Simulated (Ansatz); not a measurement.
# Formation energy and levels of the substitutional impurity Cd_Al in AlN (F-43m), part 2 of 2

Wanted: the transition levels of a substitutional impurity in AlN (F-43m), from a cell of 54 host atoms with 1 Al taken out and 1 Cd put in.

Ansatz; place-levels on r2SCAN runs: charge-transition levels and formation energies with image-charge correction and potential alignment at the atomic sites; PAW set soft_1.

So far: The structure; What was run first.

### 3. Levels against the band edges, r2SCAN

A charged cell interacts with its images and the background, and its potential has another zero than the host's. place-levels removes the first by a point-charge model, screened by the static dielectric constant since the ions have relaxed around the charge, and the second by comparing potentials at atoms far from the defect.

The host is a run of the defect-free crystal in the same cutoffs, grids and k-points, so that basis and sampling errors cancel in part in the differences. The host is run in a cell of 2 atoms on a matching mesh. Its band edges are searched through the zone by a band path, so the gap is smaller than, or equal to, that on the mesh. Chemical potentials are energies per atom of Al (fcc) and Cd (hcp), run with the same functional and cutoff.

levels.point.yaml reads:

```yaml
host:
  run: host.point.run
states: [qm1.point.run, q0_M1.point.run, qp1.point.run, qp1_M2.point.run]
geometry_from:
  qm1.point.run: qm1.relax.run
  q0_M1.point.run: q0_M1.relax.run
  qp1.point.run: qp1.relax_smeared.run
  qp1_M2.point.run: qp1_M2.relax.run
  host.point.run: host.relax.run
chemical_potentials:
  Al:
    energy: -540.418346
    dataset: <sha256 of the dataset>
  Cd:
    energy: -8268.253598
    dataset: "<sha256 of the dataset>"
epsilon: 4.64
static_epsilon: 8.51
vertical:
  - { from: qm1.point.run, to: qm1.point_neutral.run }
  - { from: qp1.point.run, to: qp1.point_neutral.run }
  - { from: qp1_M2.point.run, to: qp1_M2.point_neutral.run }
```

On the command line:

```console
> ansatz place-levels levels.point.yaml -- --threads 4 --pin off --max-ram 7536MiB
```

The log of the run:

```text
[... repeated set-up lines and file paths are left out, and long positions are rounded to six places ...]
(+1/0) 0.295 eV above the valence edge, 3.623 eV under the conduction edge
(0/-1) 0.979 eV above the valence edge, 2.940 eV under the conduction edge
formation energy of charge +1: +6.169 eV with the Fermi level at the valence edge
formation energy of charge 0: +6.464 eV with the Fermi level at the valence edge
formation energy of charge -1: +7.442 eV with the Fermi level at the valence edge
vertical -1 to 0: no energy, since no alignment is typed
  the change from vertical[0].from (qm1.point.run) to vertical[0].to (qm1.point_neutral.run): by its potential at epsilon 4.64 it stands at 0.401 0.734 0.734, with an rms radius of about 2.3 Å (1.3 1.3 1.3 Å across the planes of the cell's vectors); [...]
vertical +1 to 0: no energy, since no alignment is typed
  the change from vertical[1].from (qp1.point.run) to vertical[1].to (qp1.point_neutral.run): by its potential at epsilon 4.64 it stands at 0.426 0.758 0.759, with an rms radius of about 2.4 Å (1.4 1.4 1.4 Å across the planes of the cell's vectors); [...]
vertical +1 to 0: no energy, since no alignment is typed
  the change from vertical[2].from (qp1_M2.point.run) to vertical[2].to (qp1_M2.point_neutral.run): by its potential at epsilon 4.64 it stands at 0.410 0.744 0.743, with an rms radius of about 1.8 Å (1.1 1.1 1.1 Å across the planes of the cell's vectors); [...]
  edges by r2scan, gap 3.918 eV; the host is sampled to repeats of 18.54 Å
  the defect's cells are sampled to repeats of 18.54 Å, like sampling
  charge +1: -32796.2014 eV with its correction of +0.585 eV, at epsilon 8.51, aligned at sites: +0.2894 eV, mean over 19 atomic sites at or beyond 4.63 Å from the host's site at [0.3332, 0.6666, 0.6666] by the defect at [0.3333, 0.6667, 0.6667], with [...]
  charge 0: +0.000 eV for its dipole among its images, +0.000 omitted
  charge -1: -32781.5264 eV with its correction of -0.112 eV, at epsilon 8.51, aligned at sites: +0.4083 eV, mean over 19 atomic sites at or beyond 4.63 Å from the host's site at [0.3332, 0.6666, 0.6666] by the defect at [0.3333, 0.6667, 0.6667], with [...]
  charge +1: states[2] (qp1.point.run) stands 0.216 eV higher, with a moment of 0.00 μB against 2.00
  states[2] (qp1.point.run): levels filled in part (TS 0.017 eV): its energy is of no whole electron's
  of states[3] (qp1_M2.point.run): its alignment with the host at atomic sites is doubtful: the mean over the far sites moves by -0.0827 eV from their farther parts to their nearer, more than 0.05 eV. [...]
  of states[1] (q0_M1.point.run): its alignment with the host at atomic sites is doubtful: the mean over the far sites moves by +0.1082 eV from their farther parts to their nearer, more than 0.05 eV. [...]
  of states[0] (qm1.point.run): it parts from the run at its places by a charge that spreads by about 1.3 Å along one vector (1.3 Å or more is wide), by its potential at epsilon 4.64, taken for that of held ions (one typed too small widens it), where the cell [...]
  of states[2] (qp1.point.run): it parts from the run at its places by a charge that spreads by about 1.4 Å along one vector (1.3 Å or more is wide), by its potential at epsilon 4.64, taken for that of held ions (one typed too small widens it), where the cell [...]
  of vertical[0].from (qm1.point.run): it parts from the run at its places by a charge that spreads by about 1.3 Å along one vector (1.3 Å or more is wide), by its potential at epsilon 4.64, taken for that of held ions (one typed too small widens it), where [...]
  vertical[0].to (qm1.point_neutral.run): levels filled in part (TS 0.007 eV): its energy is of no whole electron's
  of vertical[0].to (qm1.point_neutral.run): stability_check_not_made
  vertical[1].from (qp1.point.run): levels filled in part (TS 0.017 eV): its energy is of no whole electron's
  of vertical[1].from (qp1.point.run): it parts from the run at its places by a charge that spreads by about 1.4 Å along one vector (1.3 Å or more is wide), by its potential at epsilon 4.64, taken for that of held ions (one typed too small widens it), where [...]
  vertical[1].to (qp1.point_neutral.run): levels filled in part (TS 0.005 eV): its energy is of no whole electron's
  of vertical[1].to (qp1.point_neutral.run): stability_check_not_made
  of vertical[2].from (qp1_M2.point.run): stability_check_not_made
  vertical[2].to (qp1_M2.point_neutral.run): levels filled in part (TS 0.005 eV): its energy is of no whole electron's
  of vertical[2].to (qp1_M2.point_neutral.run): it set out from the moments of a save, which an earlier run chose (saved_moments_taken); stability_check_not_made
```

Elapsed: 0.46 s, on 4 threads of Arm Neoverse V1, shared host.

Levels between the charges placed, in eV above the valence top:

```
        gap (eV)  (+1/0)  (0/−1)
r2SCAN      3.92    0.30    0.98
```

Corrections by state:

```
charge  moment (μB)  image terms and alignment (eV)  band filling (eV)  ε used  over the lowest of its charge, as the program ranks them, band filling apart (eV)
    +1          2.0                           0.585                  -    8.51                                                                              0.000
     0          1.0                           0.000                  -       -                                                                              0.000
    −1          0.0                          -0.112                  -    8.51                                                                              0.000
    +1          0.0                           0.557                  -    8.51                                                                              0.216
```

The charged structures listed were also run neutral, and place-levels reads from each pair, by the potential or the spins, how wide the charge is by which they differ; that can be the carrier of either run.

```
charge  rms radius (Å)  spread where it is widest against the cell (Å)  wide from (Å)  reading
    +1             1.8                                            1.06           1.31   narrow
    −1             2.3                                            1.34           1.31     wide
```

The neutral runs of these pairs need not share the spin of the lowest neutral state, and very wide values only mean spread over the cell.

From the program's caveats on the states, each cut to its opening words:

- charge +1 (2 μB): its alignment with the host at atomic sites is doubtful: the mean over the far sites moves by -0.0827 eV from their farther parts to their nearer, more than [...]
- charge +1 (2 μB): the host's ions (past the first shell or, of a walk that freed a part, those that it held) aren't shown at rest: they stand up to 0.069 Å off their sites, 1.77 [...]
- charge +1 (2 μB), 0 (1 μB): flagged: stability check not made
- charge 0 (1 μB): its alignment with the host at atomic sites is doubtful: the mean over the far sites moves by +0.1082 eV from their farther parts to their nearer, more than [...]
- charge −1: it parts from the run at its places by a charge that spreads by about 1.3 Å along one vector (1.3 Å or more is wide), by its potential at epsilon 4.64, taken [...]
- charge −1: its alignment with the host at atomic sites is doubtful: the mean over the far sites moves by +0.2907 eV from their farther parts to their nearer, more than [...]
- charge +1: it parts from the run at its places by a charge that spreads by about 1.4 Å along one vector (1.3 Å or more is wide), by its potential at epsilon 4.64, taken [...]
- charge +1: its alignment with the host at atomic sites is doubtful: the mean over the far sites moves by -0.1124 eV from their farther parts to their nearer, more than [...]

The host's formation energy from the elements is -1.603 eV per atom; it sets how far the chemical potentials can move.

Limit set by the element alone; other compounds of these elements are not counted. Chemical potentials from the elements' reference states: Al 0.00 eV, N -3.21 eV, Cd 0.00 eV. Formation energy by charge state (Al-rich; gap 3.92 eV):

```
charge  at valence top (eV)  at conduction bottom (eV)  correction included (eV)
    +1                 6.17                      10.09                      0.59
     0                 6.46                       6.46                      0.00
    −1                 7.44                       3.52                     -0.11
```

(Fermi level (eV), lowest formation energy (eV)): (0.00, 6.17), (0.36, 6.46), (0.71, 6.46), (1.07, 6.37), (1.42, 6.02), (1.78, 5.66), (2.14, 5.30), (2.49, 4.95), (2.85, 4.59), (3.21, 4.24), (3.56, 3.88), (3.92, 3.52)

Limit set by the element alone; other compounds of these elements are not counted. Chemical potentials from the elements' reference states: N 0.00 eV, Al -3.21 eV, Cd 0.00 eV. Formation energy by charge state (N-rich; gap 3.92 eV):

```
charge  at valence top (eV)  at conduction bottom (eV)  correction included (eV)
    +1                 2.96                       6.88                      0.59
     0                 3.26                       3.26                      0.00
    −1                 4.24                       0.32                     -0.11
```

(Fermi level (eV), lowest formation energy (eV)): (0.00, 2.96), (0.36, 3.26), (0.71, 3.26), (1.07, 3.17), (1.42, 2.81), (1.78, 2.46), (2.14, 2.10), (2.49, 1.74), (2.85, 1.39), (3.21, 1.03), (3.56, 0.67), (3.92, 0.32)

### 4. Results

```json
{
  "gap of the host": "3.92 eV (r2SCAN)",
  "level (plus 1/0)": "0.30 eV above the valence top",
  "level (0/minus 1)": "0.98 eV above the valence top",
  "lowest of the charges placed, just above the valence top (0.02 eV)": "+1",
  "lowest of the charges placed, just below the conduction bottom (0.02 eV)": "−1",
  "lowest formation energy at mid-gap of the charges run, Al-rich": "5.48 eV",
  "lowest formation energy at mid-gap of the charges run, N-rich": "2.28 eV"
}
```

**Reading.** Of the charges placed (−1, 0 and +1), the lowest changes at 0.30 eV (+1/0) and 0.98 eV (0/−1) above the valence top, in a gap of 3.92 eV. (+1/0) lies nearer to a band edge than the share of the finite-size correction in it (0.59 eV), and that correction holds for a localised charge alone. Charges above +1 and below −1 were not placed, so these runs say nothing of levels that involve them. States placed: +1 at 2 μB and 0 μB; 0 at 1 μB; −1 at 0 μB. Other spin states or structures, where not listed, weren't placed. Cd is taken at its element; compounds, which aren't counted here, bound the chemical potentials and would shift these formation energies. The program doubts the alignment of potentials for at least one state, a sign that the cell is small. What this leaves open: r2SCAN makes the gap too small and tends to spread out bound carriers; where a gas molecule sets a chemical potential or the host's formation energy, its binding is uncorrected; spin–orbit coupling, which can matter with heavy atoms, is left out; force components of up to 0.53 eV/Å remain in a run at the final settings.

[Logs are printed without paths, hosts, clocks, repeated set-up lines and the standing remarks that a program may print on its own settings, such as how far it seeks lower states.]

[Hosts, paths, dates, database ids (printed as entryN), source tags and the programs' standing remarks are cut or masked in the printed files.]

[Where a table of states has a column of steps, it counts the stored structures, which are thinned; the runs took as many ionic steps or more.]

[A defect's name tells the site on which it was built; relaxed atoms can leave that site.]

[For some hosts the program warned that the k-mesh of the response run may be too coarse for force constants and the static dielectric constant; such warnings are not shown here.]
